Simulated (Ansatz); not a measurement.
Entries from a set of simulations; values are calculated unless marked as measured.

**SiC (Moissanite): band gap by G0W0 on PBE**

Symmetry: P6_3mc, No. 186, hexagonal system. The conventional cell has a = 3.081 Å, b = 3.081 Å, c = 15.125 Å, α = 90.00°, β = 90.00°, γ = 120.00°. Nearest to Si lie 4 C at 1.88 to 1.90 Å. Nearest to Si lie 4 C at 1.89 Å. Nearest to C lie 4 Si at 1.88 to 1.89 Å. Nearest to C lie 4 Si at 1.89 Å. Nearest to C lie 4 Si at 1.89 to 1.90 Å. Farther neighbours are not listed.

```yaml
method: DFT, PBE, plane waves, PAW (and 1 further level or step)
program: Ansatz 0.2.0
settings_of_one_run: cutoff 420 eV, 12×12×2 k-mesh, smearing width 0.02 eV, default PAW
cost: 2 runs, 1.8 min in all on 1 × NVIDIA H100 80GB HBM3 (shared by 3 runs) with 4 threads of AMD EPYC 7R13 (Zen 3), shared host (the runs of this entry)
notes: The cell and positions come from the Crystallography Open Database and are kept as given unless a step says otherwise.
pbe_gap: 2.01 eV, indirect
g0w0_gap_on_the_mesh: 2.97 eV, from k = Γ to k = (0.000, -0.500, 0.000)
gw_settings: 6×6×2 mesh, 1252 empty bands, screening to 270 eV, hard PAW files
known_limits: not at the basis limit
```

The correction moves the gap on the mesh from 2.01 eV to 2.97 eV (+0.96 eV): the valence edge shifts by −0.79 eV and the conduction edge by +0.17 eV on the run's own scale. Z is 0.79 and 0.81 at the edges, as usual for well-defined quasiparticles.

## From HSE06 to G0W0: SiC (Moissanite)

The structure is hexagonal, space group P6_3mc (No. 186). The conventional cell has a = 3.081 Å, b = 3.081 Å, c = 15.125 Å, α = 90.00°, β = 90.00°, γ = 120.00°. Nearest to Si lie 4 C at 1.88 to 1.90 Å. Nearest to Si lie 4 C at 1.89 Å. Nearest to C lie 4 Si at 1.88 to 1.89 Å. Nearest to C lie 4 Si at 1.89 Å. Nearest to C lie 4 Si at 1.89 to 1.90 Å. Farther neighbours are not listed.

```yaml
method: G0W0 on HSE06, plane waves, PAW (and 1 further level or step)
program: Ansatz 0.2.0
settings_of_one_run: cutoff 820 eV, 6×6×2 k-mesh, {"kind": "paw", "source": "ansatz"}, empty bands 739, screening cutoff 190 eV, screening contour deformation, QP bands (v4, c4)
cost: 2 runs, 3.4 min in all on 1 × NVIDIA H100 80GB HBM3 (shared by 3 runs) with 4 threads of AMD EPYC 7R13 (Zen 3), shared host (the runs of this entry)
notes: In doubt: masses and optical values from hybrid runs of this build are listed as unsure (in some of the runs), which bears on the screening that GW takes from such a start. The cell and positions come from the Crystallography Open Database and are kept as given unless a step says otherwise. Bands and cutoff are finite, so the gap is not at the basis limit. The miss can reach some tenths of an eV and take either sign; the mesh is an error of its own.
hse06_gap: 2.90 eV, indirect
g0w0_gap_on_the_mesh: 3.30 eV, from k = Γ to k = (0.000, -0.500, 0.000)
gw_settings: 6×6×2 mesh, 739 empty bands, screening to 190 eV, hard PAW files
known_limits: not at the basis limit
```

The correction moves the gap on the mesh from 2.90 eV to 3.30 eV (+0.39 eV): the valence edge shifts by −0.30 eV and the conduction edge by +0.09 eV on the run's own scale. Z is 0.81 and 0.83 at the edges, as usual for well-defined quasiparticles.

[Paths, hosts, dates, memory and timing lines, banners, echoed tables and standing remarks are left out of the program output.]

[Logs are printed without paths, hosts, clocks, repeated set-up lines and the standing remarks that a program may print on its own settings, such as how far it seeks lower states.]

[Runs of the session that timed out or met a known fault of the program may be left out.]

[Cells called generated may have been cut or substituted from an entry of the Crystallography Open Database or the Materials Project.]

[Hosts, paths, dates, database ids (printed as entryN), source tags and the programs' standing remarks are cut or masked in the printed files.]
